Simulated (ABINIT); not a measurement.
Records of electronic-structure calculations.

```cif
data_wse2
_symmetry_space_group_name_H-M 'P6_3/mmc'
_symmetry_Int_Tables_number 194
_cell_length_a 3.2900
_cell_length_b 3.2900
_cell_length_c 12.9700
_cell_angle_alpha 90.000
_cell_angle_beta 90.000
_cell_angle_gamma 120.000
_cell_volume 121.58
loop_
_atom_site_label
_atom_site_type_symbol
_atom_site_symmetry_multiplicity
_atom_site_Wyckoff_symbol
_atom_site_fract_x
_atom_site_fract_y
_atom_site_fract_z
_atom_site_occupancy
W1 W 2 c 0.33333 0.66667 0.25000 1
Se1 Se 4 f 0.33333 0.66667 0.62100 1
_calc_subject 'WSe2 (P6_3/mmc): a self-consistent loop beyond G0W0, cycle by cycle'
_calc_method 'RPA screening on PBE from quasiparticle energies, plane waves, norm-conserving pseudopotentials (and 5 further levels or steps)'
_calc_program 'ABINIT 10.8.3'
_calc_settings 'cutoff 58 Ha, PseudoDojo scalar-relativistic 0.4 stringent, norm-conserving, potential set dojo-sr-pbe-0.4-stringent, ngkpt (3, 3, 1), nband 174, ecuteps 3.9 Ha, gwcalctyp 10, inclvkb 2, shiftk (0, 0, 0), symchi 1, awtr 1, frequency ppm, cycle 2, q points all but q = 0, 3×3×1 k-mesh'
_calc_notes 'The database entry behind the starting cell differs from other determinations of this structure. The program’s warnings: nproc spkpt=  >= nkpt= * nsppol=. The cell and positions come from the Crystallography Open Database and are kept as given unless a step says otherwise. Limits: no spin-orbit coupling. The first cycle of evGW0 takes the full correction, without the factor Z, so it overshoots the one-shot value. The 3×3×1 mesh is coarse for this cell, which bears on the long-range parts of exchange and screening.'
_calc_g0w0 '1.901 eV'
_calc_evgw0_cycle_1 '2.030 eV'
_calc_evgw0_cycle_2 '1.957 eV'
_calc_evgw0_cycle_3 '1.970 eV'
_calc_evgw0_cycle_4 '1.968 eV'
_calc_evgw_cycle_1 '2.032 eV'
_calc_evgw_cycle_2 '2.030 eV'
_calc_known_limits 'short of the basis limit; no spin-orbit coupling; coarse k mesh'
```

[Long decimals in the printed logs are rounded to 6 places.]

[Logs are printed without paths, hosts, clocks, repeated set-up lines and the standing remarks that a program may print on its own settings, such as how far it seeks lower states.]

[Paths, hosts, dates, memory and timing lines, banners, echoed tables and standing remarks are left out of the program output; an Ansatz launch command may be rebuilt from the run's recorded settings. Measured values are a selection of at most five: reports struck by readers or far from the other reports are left out. None is set beside runs whose start may be inverted or whose files or cutoffs have a known fault.]

[Runs of the session that timed out or met a known fault of the program may be left out.]

[Hosts, paths, dates, database ids (printed as entryN), source tags and the programs' standing remarks are cut or masked in the printed files.]

[G0W0 gaps are taken among the corrected bands and points alone; a level outside them can change the order at an edge.]

[Where Ansatz stands beside ABINIT at settings called matched, ABINIT's density can come from a denser mesh and the files from another edition; pairs whose starting gaps differed by over 0.03 eV were left out, so agreement reads better than it is.]
